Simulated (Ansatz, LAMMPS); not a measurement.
# Elastic response of glassy 76SiO2-9BaO-7SrO-4Li2O-4ZrO2 (mol %) (128 atoms): runs compared

How stiff is glassy 76SiO2-9BaO-7SrO-4Li2O-4ZrO2 (mol %) (128 atoms), and how do its levels respond to strain?

Computed with Ansatz 0.2.0: Kohn-Sham DFT, PBE, PAW (set soft_2), plane waves.

### 1. The cell as built

The cell holds 128 atoms: 34 Si, 4 Ba, 3 Sr, 4 Li, 2 Zr and 81 O. Cell: a = 12.187 Å, b = 12.187 Å, c = 12.187 Å, α = 90.0°, β = 90.0°, γ = 90.0°. 128 atoms (34 Si, 4 Ba, 3 Sr, 4 Li, 2 Zr, 81 O) placed at random at 2.87 g/cm³, melted at 4000 K for 10 ps at fixed volume with the Morse and Coulomb pair potential with partial charges (Pedone, Malavasi, Menziani, Cormack and Segre, J. Phys. Chem. B 110, 11780 (2006)). Quenched from 4000 K to 300 K at 10 K/ps and fixed volume, held 10 ps at zero pressure, then minimised at fixed cell.

What the set-up can't give: The quench rate of 10 K/ps far exceeds what a furnace or splat quench reaches, so expect more defects and frozen-in strain than in a real sample. The starting topology of bonds comes from the classical model, and needn't be the one that DFT or experiment would give. Sampling is at Γ alone. The levels lack spin–orbit coupling, which is large for the heavy elements here.

### 2. The reference run

The reference is a single point at the end of the relaxation.

Every strained cell starts from the geometry of this run, and its atoms are relaxed with the cell held.

Its input, with most atom lines left out:

```yaml
crystal:
  lattice:
    - [12.33818, 0.22527, 0.39406]
    - [0.22527, 12.28902, -0.07613]
    - [0.39406, -0.07613, 12.2308]
  atoms:
    - { symbol: Si, position: [0.97931, 0.11995, 0.48215] }
    - { symbol: Si, position: [0.73849, 0.77017, 0.81519] }
    - { symbol: Si, position: [0.05756, 0.89877, 0.15653] }
    - { symbol: Si, position: [0.45087, 0.52492, 0.7901] }
    - { symbol: Si, position: [0.94468, 0.90957, 0.77376] }
    - { symbol: Si, position: [0.50397, 0.4839, 0.55625] }
    - { symbol: Si, position: [0.23707, 0.33591, 0.18683] }
    [... atom lines 8 to 128 left out ...]
kpoints:
  mp_grid: { grid: [1, 1, 1] }
hamiltonian:
  xc: pbe
scf:
  occupations: { method: fixed }
output:
  forces: true
  stress: true
  populations: true
  dos:
    method: { smearing: { sigma: 0.15 } }
    de: 0.1
    projected: { site_lists: { Ba: [Ba], Li: [Li], O: [O], Si: [Si], Sr: [Sr] } }
  eigenvalues: true
  write_density: true
  write_potential: true
  volumetric_format: npy
```

```
free energy per atom   : -869.9429 eV/atom
r.m.s. force component : 0.00823 eV/Å
pressure               : -0.01992 GPa
```

Filled and empty levels are parted by 3.70 eV (at Γ alone); a semilocal functional tends to put such gaps too low. In a disordered cell it changes from sample to sample, and tail or defect levels can set it.

### 3. The runs

Each row is one run, on 4 threads of AMD EPYC 9R45, shared host. The free energy is the program's total, comparable only between runs with the same functional, potentials and atoms.

| run | atoms | outcome | ionic steps, all passes | free energy (eV) | time | host memory (GiB) |
| --- | --- | --- | --- | --- | --- | --- |
| Single point at the start | 128 | converged | - | -111344.776 | 9.5 s | 2.7 |
| Cell and atoms relaxed | 128 | converged | 45 | -111352.693 | 6.4 min | 2.7 |
| Single point at the relaxed geometry | 128 | converged | - | -111352.693 | 17 s | 3.0 |
| Volume -3 % | 128 | converged | 8 | -111352.364 | 93 s | 2.9 |
| Volume +3 % | 128 | converged | 9 | -111352.409 | 1.8 min | 3.0 |
| Volume -6 % | 128 | converged | 14 | -111351.392 | 2.5 min | 2.7 |
| Volume +6 % | 128 | converged | 12 | -111351.565 | 2.6 min | 3.1 |
| Volume -10 % | 128 | converged | 41 | -111349.469 | 7.1 min | 2.7 |
| Stretched by 1 % along x | 128 | converged | 6 | -111352.636 | 57 s | 3 |
| Compressed by 1 % along x | 128 | converged | 5 | -111352.625 | 50 s | 3.0 |
| Sheared by 2 % in xy | 128 | converged | 7 | -111352.618 | 79 s | 3.0 |

In some runs the program notes that the exchange-correlation potential is rough where the density is thin and the SCF threshold is loose for the stress.

### 4. Pressure against volume

Atoms are relaxed at each volume, in the scaled cell.

| volume change (%) | volume (Å³/atom) | energy change (meV/atom) | pressure (GPa) | largest move on relaxing (Å) | bonds | gap (eV) |
| --- | --- | --- | --- | --- | --- | --- |
| -10 | 13.021 | 25.18 | 5.62 | 1.13 | 219 | 3.97 |
| -6 | 13.600 | 10.16 | 3.79 | 0.46 | 218 | 3.76 |
| -3 | 14.034 | 2.57 | 1.93 | 0.17 | 214 | 3.77 |
| +0 | 14.468 | 0.00 | -0.02 | - | 212 | 3.70 |
| +3 | 14.902 | 2.22 | -1.66 | 0.15 | 211 | 3.65 |
| +6 | 15.336 | 8.81 | -3.21 | 0.26 | 209 | 3.59 |

### 5. Uniaxial strain and shear

Stress (GPa, compression positive) less that of the relaxed cell, atoms relaxed:

| strain | xx | yy | zz | xy | energy change (meV/atom) |
| --- | --- | --- | --- | --- | --- |
| stretched by 1 % along x | -1.063 | -0.357 | -0.313 | -0.021 | 0.45 |
| compressed by 1 % along x | 1.254 | 0.520 | 0.464 | 0.060 | 0.53 |
| sheared by 2 % in xy | -0.021 | -0.047 | 0.173 | -0.672 | 0.58 |

### 6. What came out

The bulk modulus, from the slope of pressure against ln V over the three points nearest the relaxed volume, is 59.8 GPa; between neighbouring points the slope runs 42, 59, 64, 55 and 54 GPa from the smallest volume up, without a steady fall, so no pressure derivative is given, and the cell yields more easily when compressed beyond -6 %. The count of bonds runs from 209 to 219 over the series, so at some points contacts cross the cutoffs. At -10 % some atom moved by over 0.5 Å on relaxing, so that point may sit in another local minimum. The gap goes from 3.97 eV at the smallest volume to 3.59 eV at the largest, -2.1 eV per unit of ln V by a straight line, not monotonically (lowest 3.59, highest 3.97 eV), on the run's k-points. In the Cartesian axes of the cell, finite differences give C11 = 116, C12 = 43.9, C13 = 38.9 and C66 = 33.6 GPa (the shear of 2 % is the engineering strain, εxy = 0.01). The mean of C11, C12 and C13, which equals the bulk modulus in a cubic or isotropic solid, is 66.2 GPa: it lies 11 % over the bulk modulus from the volumes. For an isotropic solid C66 would equal (C11 − C12)/2 = 36.0 GPa; so small a sample needn't be isotropic, and C66 rests on one shear. With the bulk modulus and C66 as K and G, Young's modulus would be about 85 GPa and Poisson's ratio 0.26.

Caveats: Strains are finite and relaxations stop at the force tolerance of the input, which can leave moduli too stiff; they are those of a static cell at zero temperature. Volumes are changed with the cell's shape held, so in an anisotropic solid the modulus lies over the one under free hydrostatic load. The program notes that the SCF threshold of the relaxations is loose for the stress.

The DFT runs together took 25 min of wall time.

[Logs are printed without paths, hosts, clocks, repeated set-up lines and the standing remarks that a program may print on its own settings, such as how far it seeks lower states.]

[Hosts, paths, dates, database ids (printed as entryN), source tags and the programs' standing remarks are cut or masked in the printed files.]
